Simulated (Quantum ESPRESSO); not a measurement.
Consider Dy3AlC (Pm-3m).

```
Dy Al C
1.0
     4.87033    0.00000    0.00000
     0.00000    4.87033    0.00000
     0.00000    0.00000    4.87033
Dy Al C
3 1 1
Direct
  0.50000 0.50000 0.00000
  0.50000 0.00000 0.50000
  0.00000 0.50000 0.50000
  0.00000 0.00000 0.00000
  0.50000 0.50000 0.50000
```

Absorber: atom 5, with 6 Dy at 2.44 Å (octahedral, site symmetry m-3m). Method: Quantum ESPRESSO XSpectra, LDA, excited-electron core hole (neutral cell), 10-atom cell with 6.9 Å between holes, 6×6×6 k points, dipole transitions, Lorentzian half width 0.3 eV up to 4 eV, rising linearly to 2.5 eV at 25 eV, without spin-orbit coupling.

What does the C K edge look like?

Main maxima up to 24 eV above the zero (height): 1.6 eV (1.58), 4.0 eV (1.63), 6.3 eV (1.77) and 9.9 eV (1.70). A K edge sees empty p states on the absorber. The total-energy difference is 284.32 eV. One term is added: -6.67 eV, since the hole is spin-paired here and a spin-polarised one costs that much less in the free atom (computed apart). The photon energy is then 277.65 eV. The functional leaves an error in such absolute values: in the free atom LDA prices this hole 2.9 eV below PBE (computed apart), and PBE is itself good to a few eV.

The C K spectrum (energy from the energy zero of the input (xe0, at the border of filled and empty states); intensity scaled to a mean of 1 over the first 20 eV; the points at xe0, where the cut of filled states can leave a spike, are interpolated):

| E (eV) | intensity |
| --- | --- |
| -2.00 | 0.04 |
| -1.25 | 0.06 |
| -0.50 | 0.11 |
| 0.25 | 0.36 |
| 1.00 | 0.92 |
| 1.75 | 1.50 |
| 2.50 | 0.73 |
| 3.25 | 1.00 |
| 4.00 | 1.63 |
| 4.75 | 0.93 |
| 5.50 | 1.24 |
| 6.25 | 1.75 |
| 7.00 | 1.26 |
| 7.75 | 1.18 |
| 8.50 | 1.45 |
| 9.25 | 1.61 |
| 10.00 | 1.69 |
| 10.75 | 1.50 |
| 11.50 | 1.17 |
| 12.25 | 0.92 |
| 13.00 | 0.78 |
| 13.75 | 0.69 |
| 14.50 | 0.64 |
| 15.25 | 0.61 |
| 16.00 | 0.59 |
| 16.75 | 0.58 |
| 17.50 | 0.58 |
| 18.25 | 0.59 |
| 19.00 | 0.60 |
| 19.75 | 0.61 |
| 20.50 | 0.62 |
| 21.25 | 0.64 |
| 22.00 | 0.68 |
| 22.75 | 0.74 |
| 23.50 | 0.79 |
| 24.25 | 0.83 |
| 25.00 | 0.83 |
| 25.75 | 0.83 |
| 26.50 | 0.81 |
| 27.25 | 0.77 |
| 28.00 | 0.72 |
| 28.75 | 0.66 |
| 29.50 | 0.60 |
| 30.25 | 0.54 |
| 31.00 | 0.49 |
| 31.75 | 0.45 |

The run has no spin polarisation, although Dy can carry a moment. Lanthanide 4f electrons are frozen in the core. The structure is a computed Materials Project entry and may be a hypothetical form.

[Banner, clock and machine lines of the logs are left out without a mark of their own.]

[Logs are printed without paths, hosts, clocks, repeated set-up lines and the standing remarks that a program may print on its own settings, such as how far it seeks lower states.]

[Hosts, paths, dates, database ids (printed as entryN), source tags and the programs' standing remarks are cut or masked in the printed files.]

[Lists of maxima count a maximum above −3 eV only where it reaches 4 % of the highest in the window and stands out from its surroundings by 2 % of it (1.5 % where it reaches 55 %); shoulders and weaker maxima are passed over, and of the rest the first, up to two pre-edge ones and the few strongest are named.]
